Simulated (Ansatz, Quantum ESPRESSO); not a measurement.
# Work-function anisotropy of K, part 5 of 7

Wanted: work functions of K face by face, under two functionals.

Quantum ESPRESSO 7.5; plane-wave DFT, PBE, GBRV ultrasoft pseudopotentials; geometry and cross-check by Ansatz 0.2.0 with PAW datasets.

So far. Step 6 (Potential by pp.x of (110)): On (110) the work function under LDA lies +0.13 eV from PBE's. Step 7 (Relaxation with Ansatz of (100)):  Held were the atoms numbered 3; the forces quoted are those on the free ones.

## Step 10: Self-consistent run of (100), LDA

Level of this step: plane-wave DFT, LDA, GBRV ultrasoft pseudopotentials (Quantum ESPRESSO 7.5).

File 100.lda.in:

```
&control
  prefix = '100.lda'
  outdir = './out'
  pseudo_dir = './pseudo'
  calculation = 'scf'
  tprnfor = .true.
/
&system
  ibrav = 0
  nat = 5
  ntyp = 1
  ecutwfc = 40
  ecutrho = 200
  occupations = 'smearing'
  smearing = 'mv'
  degauss = 0.02
/
&electrons
  conv_thr = 1e-07
  mixing_beta = 0.4
  electron_maxstep = 120
  mixing_mode = 'local-TF'
/
ATOMIC_SPECIES
  K   39.0983  k_lda_v1.4.uspp.F.UPF
CELL_PARAMETERS angstrom
  5.23000000000000 0.00000000000000 0.00000000000000
  0.00000000000000 5.23000000000000 0.00000000000000
  0.00000000000000 0.00000000000000 26.46000000000000
ATOMIC_POSITIONS crystal
  K   0.000000000000 0.000000000000 0.295888402243
  K   0.500000000000 0.500000000000 0.398795738573
  K   0.000000000000 0.000000000000 0.500000000000
  K   0.500000000000 0.500000000000 0.601204204651
  K   -0.000000000000 0.000000000000 0.704111475667
K_POINTS automatic
  6 6 1 0 0 0
```

Run with:

```console
OMP_NUM_THREADS=1 mpirun -n 4 pw.x -nk 2 -in 100.lda.in > 100.lda.out
```

Numbers of over 12 decimals in the logs are rounded to 6 here.

What it wrote:

```text
[banner, memory and clock lines left out]
Program PWSCF v.7.5 starts
[...]
Message from routine setup:
[...]
number of electrons       =        45.00
     number of Kohn-Sham states=           28
     kinetic-energy cutoff     =      40.0000  Ry
     charge density cutoff     =     200.0000  Ry
[...]
number of k points=    10  Marzari-Vanderbilt smearing, width (Ry)=  0.0200
[...]
Dense  grid:   233349 G-vectors     FFT dimensions: (  45,  45, 225)
[...]
negative rho (up, down):  2.228E-04 0.000E+00
     Starting wfcs are   40 randomized atomic wfcs
[...]
negative rho (up, down):  4.876E-03 0.000E+00
[...]
estimated scf accuracy    <       0.99990982 Ry
[...]
negative rho (up, down):  4.689E-02 0.000E+00
[...]
estimated scf accuracy    <       0.68815761 Ry
[...]
negative rho (up, down):  6.256E-02 0.000E+00
[...]
estimated scf accuracy    <       0.21321808 Ry
[...]
negative rho (up, down):  6.282E-02 0.000E+00
[...]
estimated scf accuracy    <       1.10356752 Ry
[...]
negative rho (up, down):  5.998E-02 0.000E+00
[...]
estimated scf accuracy    <       0.07653715 Ry
[...]
negative rho (up, down):  5.997E-02 0.000E+00
[...]
estimated scf accuracy    <       0.00762671 Ry
[...]
negative rho (up, down):  5.688E-02 0.000E+00
[...]
estimated scf accuracy    <       0.01208416 Ry
[...]
negative rho (up, down):  4.199E-02 0.000E+00
[...]
estimated scf accuracy    <       0.00865004 Ry
[...]
negative rho (up, down):  4.062E-02 0.000E+00
[...]
estimated scf accuracy    <       0.02711980 Ry
[...]
negative rho (up, down):  3.755E-02 0.000E+00
[...]
estimated scf accuracy    <       0.03182651 Ry
[...]
negative rho (up, down):  3.555E-02 0.000E+00
[...]
estimated scf accuracy    <       0.03504367 Ry
[...]
negative rho (up, down):  3.455E-02 0.000E+00
[...]
estimated scf accuracy    <       0.03574770 Ry
[...]
negative rho (up, down):  3.458E-02 0.000E+00
[...]
estimated scf accuracy    <       0.03684606 Ry
[...]
negative rho (up, down):  3.517E-02 0.000E+00
[...]
estimated scf accuracy    <       0.03899568 Ry
[...]
negative rho (up, down):  2.400E-02 0.000E+00
[...]
estimated scf accuracy    <       0.03721374 Ry
[...]
negative rho (up, down):  1.887E-02 0.000E+00
[...]
estimated scf accuracy    <       0.00253566 Ry
[...]
negative rho (up, down):  2.141E-02 0.000E+00
[...]
estimated scf accuracy    <       0.00424092 Ry
[...]
negative rho (up, down):  2.444E-02 0.000E+00
[...]
estimated scf accuracy    <       0.03096836 Ry
[...]
negative rho (up, down):  1.080E-02 0.000E+00
[...]
estimated scf accuracy    <       0.01039232 Ry
[...]
negative rho (up, down):  2.904E-03 0.000E+00
[...]
estimated scf accuracy    <       0.00123200 Ry
[...]
negative rho (up, down):  3.378E-04 0.000E+00
[...]
estimated scf accuracy    <       0.00034115 Ry
[...]
negative rho (up, down):  1.519E-03 0.000E+00
[...]
estimated scf accuracy    <       0.00013585 Ry
[...]
negative rho (up, down):  1.279E-03 0.000E+00
[...]
estimated scf accuracy    <       0.00021691 Ry
[...]
negative rho (up, down):  2.276E-04 0.000E+00
[...]
estimated scf accuracy    <       0.00002924 Ry
[...]
negative rho (up, down):  7.330E-04 0.000E+00
[...]
estimated scf accuracy    <       0.00007636 Ry
[...]
negative rho (up, down):  1.806E-05 0.000E+00
[...]
estimated scf accuracy    <       0.00002699 Ry
[...]
negative rho (up, down):  1.948E-04 0.000E+00
[...]
estimated scf accuracy    <       0.00000704 Ry
[...]
negative rho (up, down):  1.426E-04 0.000E+00
[...]
estimated scf accuracy    <       0.00000073 Ry
[...]
negative rho (up, down):  2.538E-05 0.000E+00
[...]
estimated scf accuracy    <       0.00000201 Ry
[...]
negative rho (up, down):  1.495E-05 0.000E+00
[...]
estimated scf accuracy    <       0.00000217 Ry
[...]
negative rho (up, down):  1.297E-05 0.000E+00
[...]
estimated scf accuracy    <       0.00000010 Ry
[...]
negative rho (up, down):  1.415E-05 0.000E+00
[...]
the Fermi energy is    -0.2835 ev
!    total energy              =    -284.76565740 Ry
     estimated scf accuracy    <       0.00000004 Ry
     smearing contrib. (-TS)   =      -0.00198749 Ry
     internal energy E=F+TS    =    -284.76366991 Ry
[...]
one-electron contribution =    -730.67034368 Ry
     hartree contribution      =     363.32390831 Ry
     xc contribution           =     -43.82092335 Ry
     ewald contribution        =     126.40368880 Ry
     convergence has been achieved in  32 iterations
     negative rho (up, down):  1.415E-05 0.000E+00
[...]
Total force =     0.004557     Total SCF correction =     0.000073
[...]
```

The job ended after 1.9 min (4 MPI ranks of Arm Neoverse V2, shared host; peak memory 1.2 GiB).

This step gave:

* free energy: -3874.4341 eV
* Fermi energy: -0.2835 eV

## Step 11: Potential by pp.x of (100)

File 100.lda.pot.in:

```
&inputpp
  prefix = '100.lda'
  outdir = './out'
  filplot = '100.lda.pot.dat'
  plot_num = 11
/
```

Run with:

```console
OMP_NUM_THREADS=1 mpirun -n 4 pp.x -in 100.lda.pot.in > 100.lda.pot.out
```

Elapsed: 1.1 s, on 4 MPI ranks; peak memory 0.21 GiB.

This step gave:

| Property | Result |
| --- | --- |
| work function of the upper face | 2.333 eV |
| slope of the potential above | 0.003569 eV/Å |
| upper vacuum line continued to the top atoms, over the Fermi level | 2.314 eV |
| work function of the lower face | 2.333 eV |
| slope of the potential below | -0.002529 eV/Å |
| lower vacuum line continued to the bottom atoms, over the Fermi level | 2.319 eV |

On (100) the work function under LDA lies +0.13 eV from PBE's.

## Step 12: Geometry from Ansatz of (111)

Level of this step: plane-wave DFT, PBE, Ansatz PAW (Ansatz 0.2.0).

System of this step: K(111), 9 layers. The cell holds 9 atoms: 9 K. Its edges and angles: a = 7.396 Å, b = 7.396 Å, c = 28.078 Å, α = 90.0°, β = 90.0°, γ = 60.0°. It derives from K. Vacuum lies along c.

File input.yaml:

```yaml
crystal:
  lattice:
    - [7.3963369312, 0.0, 0.0]
    - [3.6981684656, 6.4054156774, 0.0]
    - [0.0, 0.0, 28.0781676314]
  atoms:
    - { symbol: K, position: [0.3333333333, 0.3333333333, 0.2849188774] }
    - { symbol: K, position: [0.6666666667, 0.6666666667, 0.338689158] }
    - { symbol: K, position: [0.0, 0.0, 0.3924594387] }
    - { symbol: K, position: [0.3333333333, 0.3333333333, 0.4462297193] }
    - { symbol: K, position: [0.6666666667, 0.6666666667, 0.5] }
    - { symbol: K, position: [0.0, 0.0, 0.5537702807] }
    - { symbol: K, position: [0.3333333333, 0.3333333333, 0.6075405613] }
    - { symbol: K, position: [0.6666666667, 0.6666666667, 0.661310842] }
    - { symbol: K, position: [0.0, 0.0, 0.7150811226] }
kpoints:
  mp_grid: { grid: [6, 6, 1] }
hamiltonian:
  xc: pbe
scf:
  occupations: { method: fermi_dirac, width: 0.1 }
  convergence: { dr2_threshold: 1.0e-08 }
efield:
  axis: 3
  dipole_correction: true
  ramp_position: 0.97
  ramp_width: 0.04
relax:
  f_tol: 0.01
  constraints: [{ sites: [2, 3, 4, 5, 6] }]
output:
  write_potential: true
  write_density: true
  volumetric_format: npy
```

Run with:

```console
ansatz run input.yaml --threads 4 --pin off --max-ram 8192MiB --backend cpu --events-out ev --progress --plain --runs-dir out
```

What it wrote:

```text
[...]
Crystal: 9 atoms, lattice volume = 1330.248 Å³
Basis set: ecut = 420 eV, 26193 PW (Γ), exchange–correlation on 100×100×384 points (8 copies of the dense FFT grid, shifted against one another)
Bands: 50, of which v1, the nominal top of the filled ones, is band 41 counted from 1 (40 counted from 0)
Symmetry: 6 space group operations
k-points: 7 of 36 (time reversal used)
[...]
SCF iter   1: F=—  HF=-13839.416186 eV  |F-HF|=—  |Δ(HF+E_count)|=         —  Δρ=1.05e-3  dr2=7.61e-1  ethr=1.77e-3  p=-0.000 e·Å  D=-9.48e-6 V/Å  ΔV_dip=0.00 eV  dr2_dipole=6.10e-10  V_vac-E_F(+/−)=1.97/1.97 eV  ⟨swp⟩=13.1  Hψ=1783  notcnv=0
[...]
SCF iter   9: F=-13839.370441 eV  HF=-13839.370441 eV  |F-HF|=7.17e-10  |Δ(HF+E_count)|=   1.19e-8  Δρ=4.18e-7  dr2=2.87e-9  ethr=1.23e-11  p=0.000 e·Å  D=8.06e-6 V/Å  ΔV_dip=-0.00 eV  dr2_dipole=3.15e-13  V_vac-E_F(+/−)=2.21/2.21 eV  ⟨swp⟩=11.3  Hψ=2312  notcnv=0
SCF 1 converged in 9 iterations: F = -13839.370441 eV  dr2 = 2.87e-9
[...]
relax step   1: F+E_penalty+E_count = -13839.37044131 eV  Δ(F+E_penalty+E_count) = +0.000e0 eV  max|allowed force component| = 2.462e-2 eV/Å  Δτ_max = 0.0000 Å  (9 SCF iters, accepted)
[...]
SCF iter   6: F=-13839.371110 eV  HF=-13839.371110 eV  |F-HF|=7.89e-10  |Δ(HF+E_count)|=   1.15e-9  Δρ=9.68e-8  dr2=4.94e-10  ethr=1.23e-11  p=0.000 e·Å  D=8.03e-6 V/Å  ΔV_dip=-0.00 eV  dr2_dipole=5.89e-16  V_vac-E_F(+/−)=2.21/2.21 eV  ⟨swp⟩=9.6  Hψ=1952  notcnv=0
SCF 2 converged in 6 iterations: F = -13839.371110 eV  dr2 = 4.94e-10
relax step   2: F+E_penalty+E_count = -13839.37111030 eV  Δ(F+E_penalty+E_count) = -6.690e-4 eV  max|allowed force component| = 2.251e-2 eV/Å  Δτ_max = 0.0101 Å  (6 SCF iters, accepted)
SCF iter   1: F=—  HF=-13839.373636 eV  |F-HF|=—  |Δ(HF+E_count)|=         —  Δρ=2.36e-4  dr2=9.58e-3  ethr=7.61e-5  p=0.000 e·Å  D=8.02e-6 V/Å  ΔV_dip=-0.00 eV  dr2_dipole=9.45e-11  V_vac-E_F(+/−)=2.21/2.21 eV  ⟨swp⟩=7.3  Hψ=1080  notcnv=0
[...]
SCF iter   8: F=-13839.374018 eV  HF=-13839.374018 eV  |F-HF|=2.09e-9  |Δ(HF+E_count)|=   5.99e-9  Δρ=4.15e-7  dr2=2.42e-9  ethr=1.23e-11  p=0.000 e·Å  D=7.05e-6 V/Å  ΔV_dip=-0.00 eV  dr2_dipole=4.04e-13  V_vac-E_F(+/−)=2.21/2.21 eV  ⟨swp⟩=11.4  Hψ=2451  notcnv=0
SCF 3 converged in 8 iterations: F = -13839.374018 eV  dr2 = 2.42e-9
relax step   3: F+E_penalty+E_count = -13839.37401804 eV  Δ(F+E_penalty+E_count) = -2.908e-3 eV  max|allowed force component| = 1.810e-3 eV/Å  Δτ_max = 0.1012 Å  (8 SCF iters, accepted)
[...]
SCF converged after 8 iterations
Free energy (F): -13839.374018 eV
[...]
Internal energy: -13839.116411 eV  (E = F + TS)
E sigma→0 (E₀):  -13839.245214 eV
Entropy (-TS):   -0.257607 eV (-28.623 meV/atom)
Fermi energy:    -0.185588 eV
Dipole field:    D = 0.000007 V/Å  (p = 0.000049 e·Å, saw-weighted, corrected)
Work function:   Φ+ = 2.2122 eV   Φ− = 2.2125 eV
[...]
--- Forces (eV/Å), atoms counted from 1 ---
  atom   1  K      0.00000000     0.00000000    -0.00120677
  atom   2  K     -0.00000000    -0.00000000    -0.00180987
  atom   3  K     -0.00000000     0.00000000    -0.05475851
  atom   4  K      0.00000000     0.00000000     0.01222398
  atom   5  K      0.00000000     0.00000000     0.00000100
  atom   6  K      0.00000000     0.00000000    -0.01222332
  atom   7  K     -0.00000000     0.00000000     0.05475902
  atom   8  K     -0.00000000     0.00000000     0.00180990
  atom   9  K     -0.00000000     0.00000000     0.00120436
  max |Σ_I F_I| component: 1.93e-7 eV/Å
--- Band table (eV; the first three rows and the last of 7) ---
  k-point 0: bands = [... 37 lower, -1.7862, -1.0660, -0.2554, 0.5153, 1.0645, 1.0645, 1.0902, 1.0902, ... 5 higher]
  k-point 1: bands = [... 37 lower, -1.6737, -0.9616, -0.1626, 0.3277, 0.6002, 0.6704, 0.8000, 0.8555, ... 5 higher]
  k-point 2: bands = [... 37 lower, -1.3434, -0.6574, -0.5127, -0.1058, 0.1042, 0.5154, 0.5343, 0.6367, ... 5 higher]
  k-point 6: bands = [... 37 lower, -0.9225, -0.9225, -0.5172, -0.4984, -0.4984, 0.1381, 0.1552, 0.1552, ... 5 higher]
--- Relaxed structure (3 steps of the walk, 3 accepted, 0 SCFs on fresh bases) ---
  F+E_penalty+E_count = -13839.37401804 eV   max|allowed force component| = 1.810e-3 eV/Å
  atoms:
    - { symbol: K, position: [0.333333, 0.333333, 0.288882] }
    - { symbol: K, position: [0.666667, 0.666667, 0.341351] }
    - { symbol: K, position: [0.0, 0.0, 0.392459] }
    - { symbol: K, position: [0.333333, 0.333333, 0.446230] }
    - { symbol: K, position: [0.666667, 0.666667, 0.500000] }
    - { symbol: K, position: [0.0, 0.0, 0.5537702807] }
    - { symbol: K, position: [0.333333, 0.333333, 0.6075405613] }
    - { symbol: K, position: [0.666667, 0.666667, 0.658649] }
    - { symbol: K, position: [0, 0, 0.711118] }
```

Run time: 30 s. Hardware: 4 threads; peak memory 1.7 GiB; 1.9 min of CPU time.

Relaxation path:

```
step  energy less that of the first step (eV)  largest force component (eV/Å)
   1                                   0.0000                          0.0246
   2                                  -0.0007                          0.0225
   3                                  -0.0036                          0.0018
```

The atoms that moved most (Å):

```csv
atom,dx,dy,dz,length
K1,0.000,0.000,0.111,0.111
K9,0.000,0.000,-0.111,0.111
K2,0.000,0.000,0.075,0.075
K8,0.000,0.000,-0.075,0.075
```

 Held were the atoms numbered 3, 4, 5, 6 and 7; the forces quoted are those on the free ones.

Numbers from this step:

```
free energy                     : -13839.3740 eV
energy at zero smearing         : -13839.2452 eV
smearing term TS                : 0.2576 eV
Fermi energy                    : -0.1856 eV
symmetry operations             : 6
work function of the upper face : 2.212 eV
work function of the lower face : 2.212 eV
dipole along the normal         : 4.94e-5 e·Å
```

(Part 5 of 7 ends here.)

[Logs are printed without paths, hosts, clocks, repeated set-up lines and the standing remarks that a program may print on its own settings, such as how far it seeks lower states.]

[Hosts, paths, dates, database ids (printed as entryN), source tags and the programs' standing remarks are cut or masked in the printed files.]

[Maps of the electrostatic potential energy from Ansatz leave out the sawtooth potential of an applied field or a dipole correction, so their vacuum need not be flat; planar profiles and work functions include it.]
